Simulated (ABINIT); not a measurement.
**HfPbO3 (Pm-3m): zone-centre phonons**

Aim: the zone-centre modes of HfPbO3 (Pm-3m).

Program: ABINIT 10.8.3. Level of theory: DFT LDA, scalar-relativistic, plane waves, PseudoDojo norm-conserving pseudopotentials. Results are calculated unless marked as measured.

### 1. The structure

Symmetry: Pm-3m, No. 221, cubic system. The conventional cell has a = 4.155 Å, b = 4.155 Å, c = 4.155 Å, α = 90.00°, β = 90.00°, γ = 90.00°. Nearest to Hf lie 6 O at 2.08 Å. Pb has 12 O at 2.94 Å nearest. Nearest to O lie 2 Hf at 2.08 Å. Farther neighbours and most contacts between anions are not listed.

### 2. A probe with smearing

A first run with smearing and empty bands tells whether the crystal has a gap, which decides between fixed occupations and smearing later on.

Input file probe.abi:

```
# ground state
tolvrs 1.0d-08
prtden 1
prtwf 1

# basis, mesh and filling
ecut 36.0
ngkpt 4 4 4
nshiftk 1
shiftk 0.0 0.0 0.0
istwfk *1
occopt 7
tsmear 0.005
nband 31
nstep 100
diemac 9.0
prtebands 0
prtgsr 0
useylm 1

# cell and atoms
acell 3*1.0 Angstrom
rprim 
    4.155481 0.0 0.0
    0.0 4.155481 0.0
    0.0 0.0 4.155481
ntypat 3
znucl 72 82 8
natom 5
typat 1 2 3 3 3
xred 
    0.5 0.5 0.5
    0.0 0.0 0.0
    0.0 0.5 0.5
    0.5 0.0 0.5
    0.5 0.5 0.0
pp_dirpath "./pseudo"
pseudos "Hf.upf, Pb.upf, O.upf"
```

Run with:

```console
$ OMP_NUM_THREADS=1 mpirun -n 4 abinit probe.abi > probe.log
```

Numbers of over 12 decimals in the logs are rounded to 6 here.

probe.abo, the main output file:

```text
[banners, grids, parts of the stress and lines that vanish by symmetry left out]
- input  file    -> probe.abi
- output file    -> probe.abo
- root for input  files -> probei
[...]
Symmetries : space group Pm -3 m (#221); Bravais cP (primitive cubic)
[...]
mpw =        5030          nfft =       91125          nkpt =          10
[...]
== DATASET  1 ==================================================================
[...]
cutoff_energies: {ecut:  36.0, pawecutdg:  -1.0, }
[...]
ETOT  1  -175.84546984247    -1.758E+02 1.171E-01 1.768E+03
 ETOT  2  -175.07987592696     7.656E-01 2.008E-02 3.658E+03
 ETOT  3  -176.42781144000    -1.348E+00 1.807E-02 1.404E+02
 ETOT  4  -176.46668517308    -3.887E-02 4.212E-03 1.301E+00
 ETOT  5  -176.46674511743    -5.994E-05 3.247E-03 9.384E-01
[...]
ETOT  9  -176.46695591226    -9.209E-09 8.510E-04 9.821E-07
 ETOT 10  -176.46695591247    -2.057E-10 2.854E-04 1.950E-09
 At SCF step   10       vres2   =  1.95E-09 < tolvrs=  1.00E-08 =>converged.
[...]
sigma(1 1)=  4.09350037E-04  sigma(3 2)=  0.00000000E+00
  sigma(2 2)=  4.09350037E-04  sigma(3 1)=  0.00000000E+00
  sigma(3 3)=  4.09350037E-04  sigma(2 1)=  0.00000000E+00
[...]
convergence: {deltae: -2.057E-10, res2:  1.950E-09, residm:  2.854E-04, diffor: null, }
etotal    :  -1.76466956E+02
[...]
sigma(1 1)=  4.09350037E-04  sigma(3 2)=  0.00000000E+00
  sigma(2 2)=  4.09350037E-04  sigma(3 1)=  0.00000000E+00
  sigma(3 3)=  4.09350037E-04  sigma(2 1)=  0.00000000E+00
[...]
- sigma(1 1)=  1.20434939E+01  sigma(3 2)=  0.00000000E+00
- sigma(2 2)=  1.20434939E+01  sigma(3 1)=  0.00000000E+00
- sigma(3 3)=  1.20434939E+01  sigma(2 1)=  0.00000000E+00
[...]
fcart     -0.0000000000E+00 -0.0000000000E+00 -0.0000000000E+00
           strten      4.0935003653E-04  4.0935003653E-04  4.0935003653E-04
================================================================================

[key lines of the parts left out:]
pressure_GPa:  -1.2043E+01
```

It took 20 s on 4 MPI ranks of Arm Neoverse V2, shared host.

This step gave:

```
volume per atom   : 14.35 Å³
pressure          : -12.04 GPa
gap on the k-mesh : 2.303 eV
```

A gap of 2.3 eV opens on this mesh, so the crystal is taken as an insulator; the printed pressure holds the stress of the finite basis too.

### 3. Relaxation

The harmonic expansion needs vanishing forces, and a free crystal bears no stress, so cell and atoms are brought to rest. Stress is more sensitive to the basis than forces are: the last 3 Ha under the cutoff are smoothed with ecutsm, and the cutoff is raised above that of the later runs.

Input file relax.abi:

```
# relaxation
ionmov 2
optcell 2
dilatmx 1.08
ntime 40
tolmxf 1.0d-05
tolvrs 1.0d-14
prtwf 0
prtden 0
chksymtnons 0

# basis, mesh and filling
ecut 44.0
ecutsm 3.0
ngkpt 6 6 6
nshiftk 1
shiftk 0.0 0.0 0.0
istwfk *1
occopt 1
nband 22
nstep 100
diemac 9.0
prtebands 0
prtgsr 0
useylm 1

# cell and atoms
acell 3*1.0 Angstrom
rprim 
    4.155481 0.0 0.0
    0.0 4.155481 0.0
    0.0 0.0 4.155481
ntypat 3
znucl 72 82 8
natom 5
typat 1 2 3 3 3
xred 
    0.5 0.5 0.5
    0.0 0.0 0.0
    0.0 0.5 0.5
    0.5 0.0 0.5
    0.5 0.5 0.0
pp_dirpath "./pseudo"
pseudos "Hf.upf, Pb.upf, O.upf"
```

Run with:

```console
$ OMP_NUM_THREADS=1 mpirun -n 4 abinit relax.abi > relax.log
```

relax.abo, the main output file:

```text
[banners, grids, parts of the stress and lines that vanish by symmetry left out]
- input  file    -> relax.abi
- output file    -> relax.abo
- root for input  files -> relaxi
[...]
Symmetries : space group Pm -3 m (#221); Bravais cP (primitive cubic)
[...]
mpw =        8578          nfft =      157464          nkpt =          20
[...]
== DATASET  1 ==================================================================
[...]
cutoff_energies: {ecut:  44.0, pawecutdg:  -1.0, }
[...]
ETOT  1  -175.33895667631    -1.753E+02 2.948E-01 9.522E+02
 ETOT  2  -176.44542496711    -1.106E+00 6.449E-02 6.773E+01
 ETOT  3  -176.44494825439     4.767E-04 8.089E-03 1.388E+02
 ETOT  4  -176.44514907432    -2.008E-04 9.781E-04 1.404E+02
 ETOT  5  -176.46757815514    -2.243E-02 1.639E-04 4.345E+00
[...]
At SCF step   18       vres2   =  9.38E-16 < tolvrs=  1.00E-14 =>converged.
[...]
sigma(1 1)=  3.84195260E-04  sigma(3 2)=  0.00000000E+00
  sigma(2 2)=  3.84195260E-04  sigma(3 1)=  0.00000000E+00
  sigma(3 3)=  3.84195260E-04  sigma(2 1)=  0.00000000E+00
[...]
convergence: {deltae: -9.493E-12, res2:  9.375E-16, residm:  6.472E-16, diffor: null, }
etotal    :  -1.76468517E+02
[...]
ETOT  1  -176.44305973690    -1.764E+02 3.344E-02 2.565E+02
[...]
At SCF step   15       vres2   =  4.33E-15 < tolvrs=  1.00E-14 =>converged.
[...]
sigma(1 1)=  1.99889630E-04  sigma(3 2)=  0.00000000E+00
  sigma(2 2)=  1.99889630E-04  sigma(3 1)=  0.00000000E+00
  sigma(3 3)=  1.99889630E-04  sigma(2 1)=  0.00000000E+00
[...]
convergence: {deltae:  1.029E-11, res2:  4.328E-15, residm:  1.831E-17, diffor: null, }
etotal    :  -1.76473401E+02
[...]
ETOT  1  -176.44487541893    -1.764E+02 1.215E-01 2.631E+02
[...]
At SCF step   15       vres2   =  9.02E-16 < tolvrs=  1.00E-14 =>converged.
[...]
sigma(1 1)= -2.14409460E-05  sigma(3 2)=  0.00000000E+00
  sigma(2 2)= -2.14409460E-05  sigma(3 1)=  0.00000000E+00
  sigma(3 3)= -2.14409460E-05  sigma(2 1)=  0.00000000E+00
[...]
convergence: {deltae:  1.148E-11, res2:  9.022E-16, residm:  8.404E-18, diffor: null, }
etotal    :  -1.76474917E+02
[...]
ETOT  1  -176.47463935251    -1.765E+02 4.151E-08 2.545E+00
[...]
At SCF step   13       vres2   =  5.08E-15 < tolvrs=  1.00E-14 =>converged.
[...]
sigma(1 1)=  9.62993031E-07  sigma(3 2)=  0.00000000E+00
  sigma(2 2)=  9.62993031E-07  sigma(3 1)=  0.00000000E+00
  sigma(3 3)=  9.62993031E-07  sigma(2 1)=  0.00000000E+00
[...]
convergence: {deltae:  6.793E-12, res2:  5.081E-15, residm:  5.810E-18, diffor: null, }
etotal    :  -1.76474932E+02
[...]
ETOT  1  -176.47493161104    -1.765E+02 4.358E-09 4.691E-03
[...]
ETOT 10  -176.47493215050    -7.134E-12 1.637E-17 2.962E-14
 ETOT 11  -176.47493215048     1.211E-11 6.098E-19 2.237E-16
 At SCF step   11       vres2   =  2.24E-16 < tolvrs=  1.00E-14 =>converged.
[...]
sigma(1 1)=  4.21738992E-09  sigma(3 2)=  0.00000000E+00
  sigma(2 2)=  4.21738992E-09  sigma(3 1)=  0.00000000E+00
  sigma(3 3)=  4.21738992E-09  sigma(2 1)=  0.00000000E+00
[...]
convergence: {deltae:  1.211E-11, res2:  2.237E-16, residm:  6.098E-19, diffor: null, }
etotal    :  -1.76474932E+02
[...]
At Broyd/MD step   5, gradients are converged :
[...]
sigma(1 1)=  4.21738992E-09  sigma(3 2)=  0.00000000E+00
  sigma(2 2)=  4.21738992E-09  sigma(3 1)=  0.00000000E+00
  sigma(3 3)=  4.21738992E-09  sigma(2 1)=  0.00000000E+00
[...]
- sigma(1 1)=  1.24079895E-04  sigma(3 2)=  0.00000000E+00
- sigma(2 2)=  1.24079895E-04  sigma(3 1)=  0.00000000E+00
- sigma(3 3)=  1.24079895E-04  sigma(2 1)=  0.00000000E+00
[...]
fcart     -0.0000000000E+00 -0.0000000000E+00 -0.0000000000E+00
           strten      4.2173899199E-09  4.2173899165E-09  4.2173899234E-09
================================================================================

[key lines of the parts left out:]
pressure_GPa:  -1.2408E-04
Total energy (etotal) [Ha]= -1.76474932150485E+02
```

Run time: 3.5 min. Hardware: 4 MPI ranks.

Relaxation path:

| step | energy less that of the first step (eV) | largest force (eV/Å) | volume (Å³) |
| --- | --- | --- | --- |
| 1 | 0.0000 | 0.0000 | 71.76 |
| 2 | -0.1329 | 0.0000 | 69.30 |
| 3 | -0.1741 | 0.0000 | 66.88 |
| 4 | -0.1746 | 0.0000 | 67.11 |
| 5 | -0.1746 | 0.0000 | 67.10 |

```
conventional cell, symmetrised  before  after  change
                         a (Å)   4.155  4.064  -2.2 %
                         b (Å)   4.155  4.064  -2.2 %
                         c (Å)   4.155  4.064  -2.2 %
              volume (Å³/atom)   14.35  13.42  -6.5 %
```

The relaxed structure:

```xyz
5
Lattice="4.0636 0.0000 0.0000 0.0000 4.0636 0.0000 0.0000 0.0000 4.0636" Properties=species:S:1:pos:R:3 pbc="T T T"
Hf    2.0318    2.0318    2.0318
Pb    0.0000    0.0000    0.0000
O     0.0000    2.0318    2.0318
O     2.0318    0.0000    2.0318
O     2.0318    2.0318    0.0000
```

This step gave:

```
volume per atom : 13.42 Å³
pressure        : -1.24e-4 GPa
```

The volume changes by -6.5 % in this run and stands -6.5 % from the first cell.

### 4. Ground state

The response is built on these wavefunctions, so the potential is converged far more tightly than an energy would need.

Input file gs.abi:

```
# ground state
tolvrs 1.0d-16
prtden 1
prtwf 1

# basis, mesh and filling
ecut 36.0
ngkpt 6 6 6
nshiftk 1
shiftk 0.0 0.0 0.0
istwfk *1
occopt 1
nband 22
nstep 100
diemac 9.0
prtebands 0
prtgsr 0
useylm 1

# cell and atoms
acell 3*1.0 Angstrom
rprim 
    4.063551486 0.0 0.0
    0.0 4.063551486 0.0
    0.0 0.0 4.063551486
ntypat 3
znucl 72 82 8
natom 5
typat 1 2 3 3 3
xred 
    0.5 0.5 0.5
    0.0 0.0 0.0
    0.0 0.5 0.5
    0.5 0.0 0.5
    0.5 0.5 0.0
pp_dirpath "./pseudo"
pseudos "Hf.upf, Pb.upf, O.upf"
```

Run with:

```console
$ OMP_NUM_THREADS=1 mpirun -n 4 abinit gs.abi > gs.log
```

gs.abo, the main output file:

```text
[banners, grids, parts of the stress and lines that vanish by symmetry left out]
- input  file    -> gs.abi
- output file    -> gs.abo
- root for input  files -> gsi
[...]
Symmetries : space group Pm -3 m (#221); Bravais cP (primitive cubic)
[...]
mpw =        4700          nfft =       91125          nkpt =          20
[...]
== DATASET  1 ==================================================================
[...]
cutoff_energies: {ecut:  36.0, pawecutdg:  -1.0, }
[...]
ETOT  1  -175.34742376980    -1.753E+02 3.361E-01 5.054E+02
 ETOT  2  -176.45437248900    -1.107E+00 2.440E-02 6.975E+01
 ETOT  3  -176.45557980166    -1.207E-03 2.549E-03 6.818E+01
 ETOT  4  -176.43874077029     1.684E-02 1.358E-03 1.385E+02
 ETOT  5  -176.47364239576    -3.490E-02 5.649E-04 3.859E-01
[...]
ETOT 19  -176.47385756478     2.842E-14 1.935E-15 4.858E-16
 ETOT 20  -176.47385756478    -2.842E-12 5.051E-16 6.905E-17
 At SCF step   20       vres2   =  6.91E-17 < tolvrs=  1.00E-16 =>converged.
[...]
sigma(1 1)=  2.88508381E-05  sigma(3 2)=  0.00000000E+00
  sigma(2 2)=  2.88508381E-05  sigma(3 1)=  0.00000000E+00
  sigma(3 3)=  2.88508381E-05  sigma(2 1)=  0.00000000E+00
[...]
convergence: {deltae: -2.842E-12, res2:  6.905E-17, residm:  5.051E-16, diffor: null, }
etotal    :  -1.76473858E+02
[...]
sigma(1 1)=  2.88508381E-05  sigma(3 2)=  0.00000000E+00
  sigma(2 2)=  2.88508381E-05  sigma(3 1)=  0.00000000E+00
  sigma(3 3)=  2.88508381E-05  sigma(2 1)=  0.00000000E+00
[...]
- sigma(1 1)=  8.48820962E-01  sigma(3 2)=  0.00000000E+00
- sigma(2 2)=  8.48820962E-01  sigma(3 1)=  0.00000000E+00
- sigma(3 3)=  8.48820962E-01  sigma(2 1)=  0.00000000E+00
[...]
fcart     -0.0000000000E+00 -0.0000000000E+00 -0.0000000000E+00
           strten      2.8850838079E-05  2.8850838079E-05  2.8850838079E-05
================================================================================

[key lines of the parts left out:]
pressure_GPa:  -8.4882E-01
```

It took 36 s on 4 MPI ranks.

Read from the output:

| Item | Value |
| --- | --- |
| pressure | -0.8488 GPa |

The cell stands at -0.85 GPa: the relaxation ran with a smoothed and higher cutoff, and the difference is a stress of the finite basis.

### 5. Empty bands

Empty bands on the ground state's density check that the gap assumed so far is there in this cell.

Input file gap.abi:

```
# empty bands on the ground state's density
iscf -2
getden_filepath "gso_DEN"
tolwfr 1.0d-12
nbdbuf 2
prtwf 0

# basis, mesh and filling
ecut 36.0
ngkpt 6 6 6
nshiftk 1
shiftk 0.0 0.0 0.0
istwfk *1
occopt 1
nband 26
nstep 100
diemac 9.0
prtebands 0
prtgsr 0
useylm 1

# cell and atoms
acell 3*1.0 Angstrom
rprim 
    4.063551486 0.0 0.0
    0.0 4.063551486 0.0
    0.0 0.0 4.063551486
ntypat 3
znucl 72 82 8
natom 5
typat 1 2 3 3 3
xred 
    0.5 0.5 0.5
    0.0 0.0 0.0
    0.0 0.5 0.5
    0.5 0.0 0.5
    0.5 0.5 0.0
pp_dirpath "./pseudo"
pseudos "Hf.upf, Pb.upf, O.upf"
```

Run with:

```console
$ OMP_NUM_THREADS=1 mpirun -n 4 abinit gap.abi > gap.log
```

gap.abo, the main output file:

```text
[banners, grids, parts of the stress and lines that vanish by symmetry left out]
- input  file    -> gap.abi
- output file    -> gap.abo
- root for input  files -> gapi
[...]
Symmetries : space group Pm -3 m (#221); Bravais cP (primitive cubic)
[...]
mpw =        4700          nfft =       91125          nkpt =          20
[...]
== DATASET  1 ==================================================================
[...]
cutoff_energies: {ecut:  36.0, pawecutdg:  -1.0, }
[...]
-outvars: echo values of variables after computation
            acell      1.8897261259E+00  1.8897261259E+00  1.8897261259E+00 Bohr
================================================================================
```

It took 25 s on 4 MPI ranks.

Read from the output:

* gap on the k-mesh: 2.409 eV

In this cell the gap on the mesh is 2.4 eV, direct, so fixed occupations hold.

(Part 1 of 2 ends here.)

[Host names and launcher messages were left out of these logs when they were recorded.]

[Logs are printed without paths, hosts, clocks, repeated set-up lines and the standing remarks that a program may print on its own settings, such as how far it seeks lower states.]

[Hosts, paths, dates, database ids (printed as entryN), source tags and the programs' standing remarks are cut or masked in the printed files.]
